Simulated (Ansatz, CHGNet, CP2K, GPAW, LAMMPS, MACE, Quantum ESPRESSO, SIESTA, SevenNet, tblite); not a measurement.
## Running amorphous 71GeO2-29Lu2O3 (mol %) (61 atoms) with CP2K

How do the settings of CP2K change the result for amorphous 71GeO2-29Lu2O3 (mol %) (61 atoms)? A plane-wave run serves as the yardstick.

Calculated with CP2K 2026.2; the method is named at each step.

## 1. Starting point

The cell holds 61 atoms: 12 Ge, 10 Lu and 39 O. Cell: a = 9.737 Å, b = 9.737 Å, c = 9.737 Å, α = 90.0°, β = 90.0°, γ = 90.0°. 61 atoms (12 Ge, 10 Er, 39 O) placed at random at 5.59 g/cm³, melted at 5000 K for 10 ps at fixed volume with the Morse and Coulomb pair potential with partial charges (Pedone, Malavasi, Menziani, Cormack and Segre, J. Phys. Chem. B 110, 11780 (2006)). Quenched from 5000 K to 300 K at 20 K/ps and fixed volume, held 10 ps at zero pressure, then minimised at fixed cell. Then Er was replaced by Lu and the cell scaled by 1.003 (the potential has no terms for the new elements, so the cell is a start for a DFT relaxation).

The yardstick, on the same geometry:

```
method                                           : Kohn-Sham DFT, PBE, PAW, plane waves (Ansatz 0.2.0); cutoff 420 eV, Γ point, fermi-dirac smearing of 0.05 eV; PAW set soft_2
r.m.s. force component                           : 0.8796 eV/Å
longest force                                    : 2.694 eV/Å
pressure                                         : 0.8971 GPa
gap (highest filled to lowest empty level) : 2.07 eV
SCF cycles                                       : 11
time                                             : 9.4 s on 8 threads of Arm Neoverse V2, shared host
CPU time                                         : 64 s
```

## 2. PBE, DZVP-MOLOPT-SR, 600/50 Ry, diagonalisation

Method: Kohn-Sham DFT, PBE, GTH-PBE pseudopotentials, Gaussian and plane waves, DZVP-MOLOPT-SR-GTH, diagonalisation.

The input, input.inp:

```
&GLOBAL
  PROJECT cell
  RUN_TYPE ENERGY_FORCE
  PRINT_LEVEL LOW
&END GLOBAL
&FORCE_EVAL
  METHOD QS
  STRESS_TENSOR ANALYTICAL
  &DFT
    BASIS_SET_FILE_NAME BASIS_MOLOPT
    BASIS_SET_FILE_NAME BASIS_MOLOPT_UCL
    POTENTIAL_FILE_NAME GTH_POTENTIALS
    &MGRID
      CUTOFF 600
      REL_CUTOFF 50
      NGRIDS 5
    &END MGRID
    &QS
      EPS_DEFAULT 1.0E-12
    &END QS
    &SCF
      SCF_GUESS ATOMIC
      EPS_SCF 1.0E-06
      MAX_SCF 200
      ADDED_MOS 14
      &DIAGONALIZATION
        ALGORITHM STANDARD
      &END DIAGONALIZATION
      &SMEAR ON
        METHOD FERMI_DIRAC
        ELECTRONIC_TEMPERATURE [K] 580
      &END SMEAR
      &MIXING
        METHOD BROYDEN_MIXING
        ALPHA 0.3
        NBROYDEN 8
      &END MIXING
      &PRINT
        &RESTART OFF
        &END RESTART
      &END PRINT
    &END SCF
    &XC
      &XC_FUNCTIONAL PBE
      &END XC_FUNCTIONAL
    &END XC
    &PRINT
      &MULLIKEN ON
      &END MULLIKEN
      &LOWDIN ON
      &END LOWDIN
      &MO ON
        EIGENVALUES T
        OCCUPATION_NUMBERS T
        MO_INDEX_RANGE 255 278
        &EACH
          QS_SCF 0
        &END EACH
        ADD_LAST NUMERIC
      &END MO
    &END PRINT
  &END DFT
  &SUBSYS
    &CELL
      A 9.73719 0.00000 0.00000
      B 0.00000 9.73719 0.00000
      C 0.00000 0.00000 9.73719
    &END CELL
    &TOPOLOGY
      COORD_FILE_NAME structure.xyz
      COORD_FILE_FORMAT XYZ
    &END TOPOLOGY
    &KIND Ge
      BASIS_SET DZVP-MOLOPT-SR-GTH-q4
      POTENTIAL GTH-PBE-q4
    &END KIND
    &KIND Lu
      BASIS_SET DZVP-MOLOPT-SR-GTH-q25
      POTENTIAL GTH-PBE-q25
    &END KIND
    &KIND O
      BASIS_SET DZVP-MOLOPT-SR-GTH-q6
      POTENTIAL GTH-PBE-q6
    &END KIND
  &END SUBSYS
  &PRINT
    &FORCES ON
    &END FORCES
    &STRESS_TENSOR ON
    &END STRESS_TENSOR
  &END PRINT
&END FORCE_EVAL
```

The input, structure.xyz:

```xyz
61

Ge 8.00796 4.97181 2.45543
Ge 9.69912 2.07276 3.17491
Ge 8.52150 4.03344 7.99774
Ge 0.29134 7.96142 5.67600
Ge 3.34443 2.33634 2.90655
Ge 6.03131 0.55823 2.69934
Ge 4.61017 3.23469 5.81057
Ge 5.85974 7.19267 3.58007
Ge 6.47669 2.92671 0.37819
Ge 7.68576 1.82923 5.55292
Ge 1.76681 5.39791 7.51945
Ge 6.83658 8.51079 6.56092
Lu 2.70168 5.40765 4.62692
Lu 8.29209 6.99802 9.05130
Lu 1.30176 1.80975 6.34543
Lu 3.28202 2.41424 8.97224
Lu 9.01732 0.68433 9.47857
Lu 5.21641 8.49482 0.19182
Lu 3.40743 5.52469 1.25464
Lu 2.21833 8.82676 8.58178
Lu 0.78151 7.48108 1.90537
Lu 5.03637 5.67795 8.12208
O 6.26033 1.45182 1.23283
O 7.29647 0.43905 6.57182
O 5.81349 7.77086 7.70747
O 4.37589 0.98560 3.03722
O 5.97377 8.57233 2.45260
O 1.20751 1.46155 8.58002
O 9.31450 1.12796 1.84267
O 8.05266 2.89156 9.28188
O 1.16924 6.48877 5.96870
O 6.79821 4.04931 1.62046
O 3.88378 3.35115 4.20101
O 5.30979 6.31058 0.45239
O 0.28287 8.33650 9.52881
O 6.13365 8.07271 5.04825
O 5.35136 3.35096 8.91508
O 1.15980 9.22716 6.49091
O 2.67675 4.56557 8.84867
O 7.36521 8.96630 9.48334
O 8.69258 2.89243 6.75138
O 1.71491 5.57191 2.67052
O 2.82651 6.81029 7.84224
O 7.00338 1.18093 3.94337
O 3.89400 0.33467 9.24741
O 8.49073 7.82296 6.58370
O 8.95919 3.65456 3.08757
O 1.69797 2.10946 3.27121
O 7.29724 5.22936 8.05480
O 4.35671 6.39928 3.44677
O 0.21928 8.11410 3.98319
O 7.13746 6.03784 3.48475
O 8.74302 6.05653 1.32066
O 0.11022 5.17064 8.20631
O 4.35983 4.88340 6.22752
O 3.54268 3.16352 1.44227
[... 1 atom lines left out ...]
O 2.81434 7.72568 0.89446
O 9.35491 1.53760 4.79508
O 1.74490 4.04483 6.32908
O 6.26812 2.88474 5.74153
```

On the command line:

```sh
$ OMP_NUM_THREADS=2 cp2k.psmp -i input.inp > output.txt
```

Standard output:

```text
CP2K| version string:                                       CP2K version 2026.2
 CP2K| Input file name                                                 input.inp
 GLOBAL| Basis set file name                                        BASIS_MOLOPT
 GLOBAL| Potential file name                                      GTH_POTENTIALS
 GLOBAL| Run type                                                   ENERGY_FORCE
 GLOBAL| Total number of message passing processes                             1
 GLOBAL| Number of threads for this process                                    2
 TOTAL NUMBERS AND MAXIMUM NUMBERS
  Total number of            - Atomic kinds:                                   3
                             - Atoms:                                         61
                             - Shell sets:                                    61
                             - Shells:                                       355
                             - Primitive Cartesian functions:                313
                             - Cartesian basis functions:                   1274
                             - Spherical basis functions:                   1083
  Maximum angular momentum of- Orbital basis functions:                        4
                             - Local part of the GTH pseudopotential:          2
                             - Non-local part of the GTH pseudopotential:      4
 SCF PARAMETERS         Density guess:                                    ATOMIC
                        max_scf:                                             200
                        eps_scf:                                        1.00E-06
                        added MOs                                        14    0
                        Mixing method:                            BROYDEN_MIXING
                                                charge density mixing in g-space
                        Smear method:                                FERMI_DIRAC
                        Electronic temperature [K]:                        580.0
                        Electronic temperature [a.u.]:                  1.84E-03
                        Accuracy threshold:                             1.00E-10
 Extrapolation method: initial_guess
 Number of electrons:                                                        532
 Number of occupied orbitals:                                                266
 Number of molecular orbitals:                                               280
 Number of orbital functions:                                               1083
 Number of independent orbital functions:                                   1083
 SCF WAVEFUNCTION OPTIMIZATION
  Step     Update method      Time    Convergence         Total energy    Change
     1 NoMix/Diag. 0.30E+00    5.6     2.43166157     -3302.4145231094 -3.30E+03
     2 Broy./Diag. 0.30E+00    8.0     0.36045233     -3241.1296705076  6.13E+01
     3 Broy./Diag. 0.30E+00    7.9     0.08369497     -3295.0681723491 -5.39E+01
     4 Broy./Diag. 0.30E+00    8.0     0.02709606     -3303.3008663982 -8.23E+00
     5 Broy./Diag. 0.30E+00    8.0     0.03048466     -3301.3216441470  1.98E+00
     6 Broy./Diag. 0.30E+00    8.0     0.00938997     -3302.2887376634 -9.67E-01
     7 Broy./Diag. 0.30E+00    8.0     0.00204998     -3301.6897958640  5.99E-01
[...]
14 Broy./Diag. 0.30E+00    8.2     0.00000351     -3301.8093928696 -5.29E-04
    15 Broy./Diag. 0.30E+00    8.2     0.00000265     -3301.8093995227 -6.65E-06
    16 Broy./Diag. 0.30E+00    8.2     0.00000050     -3301.8093127394  8.68E-05
  *** SCF run converged in    16 steps ***
  Electronic density on regular grids:       -531.9999999991        0.0000000009
  Core density on regular grids:              531.9999999996       -0.0000000004
  Total charge density on r-space grids:        0.0000000006
  Total charge density g-space grids:           0.0000000006
  Overlap energy of the core charge distribution:               1.20885e-05
  Self energy of the core charge distribution:              -5273.611686
  Core Hamiltonian energy:                                   1488.474213
  Hartree energy:                                             869.074843
  Exchange-correlation energy:                               -385.746695
  Electronic entropic energy:                                  -3.0902e-10
  Fermi energy:                                                 0.167233
  Total energy:                                             -3301.809313
  Total energy (extrapolated to T->0):                      -3301.809313
 MO| EIGENVALUES AND OCCUPATION NUMBERS
 MO|
 MO|  Index      Eigenvalue [a.u.]        Eigenvalue [eV]             Occupation
 MO|    255               0.097002               2.639570               2.000000
 MO|    256               0.097868               2.663111               2.000000
 MO|    257               0.098370               2.676789               2.000000
 MO|    258               0.100447               2.733308               2.000000
 MO|    259               0.102465               2.788215               2.000000
 MO|    260               0.108166               2.943354               2.000000
[...]
MO|    276               0.308041               8.382227               0.000000
 MO|    277               0.311513               8.476713               0.000000
 MO|    278               0.313865               8.540688               0.000000
 MO| Sum:                                                             532.000000
 MO| E(Fermi):            0.167233 a.u.          4.550640 eV
 !-----------------------------------------------------------------------------!
                     Mulliken Population Analysis
 #  Atom  Element  Kind  Atomic population                           Net charge
       1     Ge       1          2.510236                              1.489764
       2     Ge       1          2.517268                              1.482732
       3     Ge       1          2.452896                              1.547104
       4     Ge       1          2.545235                              1.454765
       5     Ge       1          2.549577                              1.450423
       6     Ge       1          2.524486                              1.475514
[...]
# Total charge                            532.000000                 -0.000000
 !-----------------------------------------------------------------------------!
 LOWDIN POPULATION ANALYSIS
 #  Atom  Element  Kind  Atomic population                           Net charge
[...]
59     O        3          6.397933                             -0.397933
      60     O        3          6.264494                             -0.264494
      61     O        3          6.589860                             -0.589860
 # Total charge                            532.000000                 -0.000000
 ENERGY| Total FORCE_EVAL ( QS ) energy [hartree]          -3301.809283
 FORCES| Atomic forces [hartree/bohr]
 FORCES|   Atom     x               y               z               |f|
 FORCES|      1 -2.40798393E-03 -1.62893425E-02 -2.33823663E-02   2.85985335E-02
 FORCES|      2 -1.43006770E-02  1.01564740E-02 -3.08959518E-02   3.55277802E-02
 FORCES|      3 -1.32555876E-02  1.19665395E-02  4.89690140E-04   1.78647269E-02
 FORCES|      4  2.00165435E-03  5.16907213E-03 -1.47800290E-02   1.57852838E-02
 FORCES|      5  1.64441365E-02 -1.57482232E-03 -1.46335639E-02   2.20687762E-02
 FORCES|      6  5.52628282E-03  3.97709171E-02  4.00037318E-02   5.66794867E-02
[...]
FORCES|     59  8.45333817E-03 -3.97974370E-03  3.02232561E-02   3.16345143E-02
 FORCES|     60  2.83956959E-03 -9.67163712E-03 -1.85314950E-02   2.10954978E-02
 FORCES|     61  2.54378849E-02  1.45060859E-02  4.97413341E-03   2.97027696E-02
 FORCES| Sum    -6.79234958E-03  5.87561905E-02  1.46058505E-02
 FORCES| Total atomic force                                       6.09241890E-02
 STRESS| Analytical stress tensor [bar]
 STRESS|                        x                   y                   z
 STRESS|      x        1.11848854555E+04  -1.27251678259E+04   5.36165504900E+03
 STRESS|      y       -1.27251678259E+04  -2.64263524896E+03   9.94641826017E+03
 STRESS|      z        5.36165504900E+03   9.94641826017E+03   2.65218092574E+04
 STRESS| 1/3 Trace                                             1.16880198213E+04
```

Wall time 3.1 min (2 threads of Arm Neoverse V2, shared host); peak memory 2.6 GiB.

Banners and routine set-up lines are dropped from the logs; longer cuts are marked.

Compared with the plane-wave run:

* r.m.s. force component: 0.9267 eV/Å
* r.m.s. difference of force components: 211.1 meV/Å
* longest difference of force vectors: 1085 meV/Å
* force difference over r.m.s. force: 24 %
* slope of forces against the reference's: 1.026
* correlation of force components: 0.9742
* gap (highest filled to lowest empty level): 2.003 eV
* gap difference: -0.0669 eV
* pressure: 1.169 GPa
* pressure difference: 0.2717 GPa

Length of the force difference by element (eV/Å):

```tsv
element	atoms	mean	most
Ge	12	0.16	0.26
Lu	10	0.81	1.1
O	39	0.12	0.28
```

Levels nearest the highest filled one (eV from it): -0.91, -0.89, -0.87, -0.82, -0.76, -0.61, -0.51, -0.48, -0.45, -0.29, -0.27, 0.00, 2.00, 3.66, 3.83, 4.02, 4.22, 4.33, 4.52, 4.61, 4.62, 4.83, 4.93, 4.99.

A closer look about Ge6, which bears the longest force: 13 atoms, nearest first, numbered in the order of the input, with positions taken from that point.

```tsv
atom	x	y	z	distance (Å)	bonds	Mulliken charge (e)	Fx	Fy	Fz (eV/Å)
Ge6	0.00	0.00	0.00	0.00	4	1.48	0.28	2.05	2.06
O44	0.97	0.62	1.24	1.70	2	-0.74	0.83	-0.08	-0.19
O23	0.23	0.89	-1.47	1.73	2	-0.72	0.24	-1.70	-1.33
O27	-0.06	-1.72	-0.25	1.74	3	-0.73	-0.05	-0.12	-2.14
O26	-1.66	0.43	0.34	1.74	2	-0.72	-0.87	-1.81	0.57
Lu18	-0.81	-1.80	-2.51	3.19	6	0.71	-0.07	0.89	0.50
Ge5	-2.69	1.78	0.21	3.23	4	1.45	0.85	-0.08	-0.75
Ge8	-0.17	-3.10	0.88	3.23	4	1.51	-0.01	-0.46	1.00
O36	0.10	-2.22	2.35	3.24	2	-0.74	-0.70	0.22	-0.43
Ge9	0.45	2.37	-2.32	3.35	4	1.47	0.25	1.22	0.29
O29	3.28	0.57	-0.86	3.44	2	-0.62	-0.25	-1.37	-2.15
O40	1.33	-1.33	-2.95	3.50	3	-0.47	0.33	-0.44	0.00
Ge10	1.65	1.27	2.85	3.53	5	1.52	-1.76	-0.39	-0.69
```

Forces lie 24 % from the reference's, at 5.1 times its CPU time (on 2 against 8 cores).

The difference per atom is largest on Lu (0.81 eV/Å on average, against 0.16 on Ge). The forces add up to 3.1 eV/Å instead of zero, usually a sign of too coarse a grid.

## 3. PBE, SZV-MOLOPT-SR, 600/50 Ry, diagonalisation

Method: Kohn-Sham DFT, PBE, GTH-PBE pseudopotentials, Gaussian and plane waves, SZV-MOLOPT-SR-GTH, diagonalisation.

input.inp, as its differences from that of step 2:

```diff
@@ -73,3 +73,3 @@
     &KIND Ge
-      BASIS_SET DZVP-MOLOPT-SR-GTH-q4
+      BASIS_SET SZV-MOLOPT-SR-GTH-q4
       POTENTIAL GTH-PBE-q4
@@ -77,3 +77,3 @@
     &KIND Lu
-      BASIS_SET DZVP-MOLOPT-SR-GTH-q25
+      BASIS_SET SZV-MOLOPT-SR-GTH-q25
       POTENTIAL GTH-PBE-q25
@@ -81,3 +81,3 @@
     &KIND O
-      BASIS_SET DZVP-MOLOPT-SR-GTH-q6
+      BASIS_SET SZV-MOLOPT-SR-GTH-q6
       POTENTIAL GTH-PBE-q6
```

structure.xyz is that of step 2.

On the command line:

```sh
$ OMP_NUM_THREADS=1 cp2k.psmp -i input.inp > output.txt
```

Standard output:

```text
CP2K| version string:                                       CP2K version 2026.2
 CP2K| Input file name                                                 input.inp
 GLOBAL| Basis set file name                                        BASIS_MOLOPT
 GLOBAL| Potential file name                                      GTH_POTENTIALS
 GLOBAL| Run type                                                   ENERGY_FORCE
 GLOBAL| Total number of message passing processes                             1
 GLOBAL| Number of threads for this process                                    1
[... lines left out ...]
                        Smear method:                                FERMI_DIRAC
[... lines left out ...]
 Number of electrons:                                                        532
[... lines left out ...]
  Step     Update method      Time    Convergence         Total energy    Change
[... lines left out ...]
  *** SCF run converged in    17 steps ***
[... lines left out ...]
  Fermi energy:                                                 0.221859
  Total energy:                                             -3299.337010
  Total energy (extrapolated to T->0):                      -3299.337010
[... lines left out ...]
 MO| E(Fermi):            0.221859 a.u.          6.037078 eV
[... lines left out ...]
      60     O        3          6.635801                             -0.635801
      61     O        3          6.636924                             -0.636924
 # Total charge                            532.000000                 -0.000000
 ENERGY| Total FORCE_EVAL ( QS ) energy [hartree]          -3299.336963
 FORCES| Atomic forces [hartree/bohr]
 FORCES|   Atom     x               y               z               |f|
 FORCES|      1  1.47324426E-03 -2.51880813E-02 -1.09892434E-02   2.75204171E-02
 FORCES|      2 -4.15178617E-03  1.85450829E-02 -2.81923149E-02   3.39994713E-02
 FORCES|      3 -4.38861591E-03  1.16909384E-02  1.07650323E-03   1.25338282E-02
[...]
FORCES|     60  4.08576565E-03 -3.43988680E-02 -3.73886921E-02   5.09694997E-02
 FORCES|     61  3.31946067E-02  1.55768047E-02  5.36795755E-03   3.70585176E-02
 FORCES| Sum    -5.05921722E-03  6.00565453E-02  1.32203996E-02
 FORCES| Total atomic force                                       6.17022146E-02
 STRESS| Analytical stress tensor [bar]
 STRESS|                        x                   y                   z
 STRESS|      x        4.85439694130E+04  -1.21335887301E+04   3.48690617930E+03
 STRESS|      y       -1.21335887301E+04   3.57047472414E+04   8.62991719636E+03
 STRESS|      z        3.48690617930E+03   8.62991719636E+03   6.05414563456E+04
 STRESS| 1/3 Trace                                             4.82633910000E+04
```

Elapsed: 2.3 min, on 1 thread; peak memory 2.1 GiB.

Compared with the plane-wave run:

```yaml
r_m_s_force_component: 1.468 eV/Å
r_m_s_difference_of_force_components: 678.3 meV/Å
longest_difference_of_force_vectors: 2492 meV/Å
force_difference_over_r_m_s_force: 77.11 %
slope_of_forces_against_the_reference_s: 1.595
correlation_of_force_components: 0.9558
spacing_of_highest_filled_and_lowest_empty_level: 1.501 eV
gap_difference: -0.5684 eV
pressure: 4.826 GPa
pressure_difference: 3.929 GPa
```

This is a coarse setting, run to see what it loses.

Against the first run (24 %), the force difference from the reference is 77 %, at 0.42 times the CPU time (on 1 against 2 cores), with 374 basis functions against 1083: the smaller basis costs accuracy.

The forces add up to 3.2 eV/Å instead of zero, usually a sign of too coarse a grid.

[end of part 1 of 3]

[Long decimals in the printed logs are rounded to 6 places.]

[Also dropped from logs without a mark: lines with file paths, logging warnings of Python, QE's lines on negative density and diagonalisation, SIESTA's first energy breakdown, zero terms and Voronoi charges.]

[Logs are printed without paths, hosts, clocks, repeated set-up lines and the standing remarks that a program may print on its own settings, such as how far it seeks lower states.]

[Hosts, paths, dates, database ids (printed as entryN), source tags and the programs' standing remarks are cut or masked in the printed files.]

[Most failed runs of this program on this cell are left out, timed-out ones always.]
